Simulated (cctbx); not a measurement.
**Diagnosing a refinement**

Cell a = 4.3830 Å, b = 6.8610 Å, c = 13.3730 Å, α = 90.00°, β = 90.00°, γ = 90.00°; space group Immm (no. 71). The compound is BaY2NiS5.

Simulated single-crystal data (cctbx): synchrotron X-rays, λ = 0.4959 Å, to d = 0.6 Å, 95 % of the full sphere, strongest reflection 40000 counts, noise from counting, a 3 % proportional error and a noise floor of 2 counts (s.d.); no absorption.

An anisotropic refinement with weights 1/σ² prints:

```text
Rint 0.021, 40 unique reflections to 1.62 A
cycle     R1     wR2    GooF  max shift (A)
   1  0.0095  0.0313   2.380   0.00197
   2  0.0045  0.0110   0.839   0.00000
final R1 0.0045 wR2 0.0110 GooF 0.839  parameters 19  data/parameter 2.1
atom        x        y        z      Ueq    occ   su(xyz)  su(Uiso or U11)
Ba1    0.00000  0.50000  0.00000   0.0120  1.000  0.00000  0.0009
Y1     0.00000  0.00000  0.80190   0.0150  1.000  0.00007  0.0010
Ni1    0.50000  0.00000  0.00000   0.0197  1.000  0.00000  0.0028
S1     0.00000  0.00000  0.00000   0.0246  1.000  0.00000  0.0058
S2     0.50000  0.24859  0.84954   0.0174  1.000  0.00021  0.0021
difference map: max 0.08 min -0.12 rms 0.02
Q1    0.0000  0.5000  0.2216    4    0.08  2.42 A from S2
Q2    0.2638  0.0000  0.1139    8    0.08  1.61 A from Y1
Q3    0.0886  0.0000  0.3976    8    0.08  1.88 A from S2
Q4    0.0000  0.0000  0.0000    2    0.05  0.00 A from S1
Q5    0.2500  0.2500  0.2500    8    0.02  1.72 A from S2
Q6    0.2482  0.2242  0.5000    8    0.02  1.89 A from Ba1
```

Q: Accept it or mend it, and why?

Mend it. The fault: data cut at low resolution. Against the right model at the same level, R1 goes from 0.0092 to 0.0045 and GooF from 0.99 to 0.84. The atoms are right, but there are too few data for the parameters: R1 flatters and the s.u.s grow. Data per parameter fall from 31.2 to 2.1.

The compound is BaY2NiS5. The right model at the same level gives:

```text
Rint 0.028, 592 unique reflections to 0.60 A
cycle     R1     wR2    GooF  max shift (A)
   1  0.0341  0.0956   4.357   0.00260
   2  0.0092  0.0217   0.989   0.00000
final R1 0.0092 wR2 0.0217 GooF 0.989  parameters 19  data/parameter 31.2
atom        x        y        z      Ueq    occ   su(xyz)  su(Uiso or U11)
Ba1    0.00000  0.50000  0.00000   0.0126  1.000  0.00000  0.0001
Y1     0.00000  0.00000  0.80190   0.0153  1.000  0.00001  0.0001
Ni1    0.50000  0.00000  0.00000   0.0200  1.000  0.00000  0.0002
S1     0.00000  0.00000  0.00000   0.0256  1.000  0.00000  0.0003
S2     0.50000  0.24807  0.84969   0.0160  1.000  0.00005  0.0001
difference map: max 0.37 min -0.42 rms 0.09
Q1    0.0000  0.0000  0.0996    4    0.37  1.32 A from Y1
Q2    0.0000  0.0000  0.0000    2    0.36  0.00 A from S1
Q3    0.0000  0.2765  0.2420    8    0.34  1.45 A from S2
Q4    0.0000  0.1248  0.4027    8    0.32  1.12 A from S2
Q5    0.0851  0.1124  0.1948   16    0.29  0.86 A from Y1
Q6    0.1014  0.0000  0.4095    8    0.28  1.96 A from S2
```

Isotropic U is held between 0.0001 and 1 Å² by the program, and listed peak heights are interpolated, so they can pass the grid's maximum.

This is a model crystal, built by substitution and not relaxed, with assumed displacement parameters.

[Middle refinement cycles are left out of these outputs.]

[Logs are printed without paths, hosts, clocks, repeated set-up lines and the standing remarks that a program may print on its own settings, such as how far it seeks lower states.]
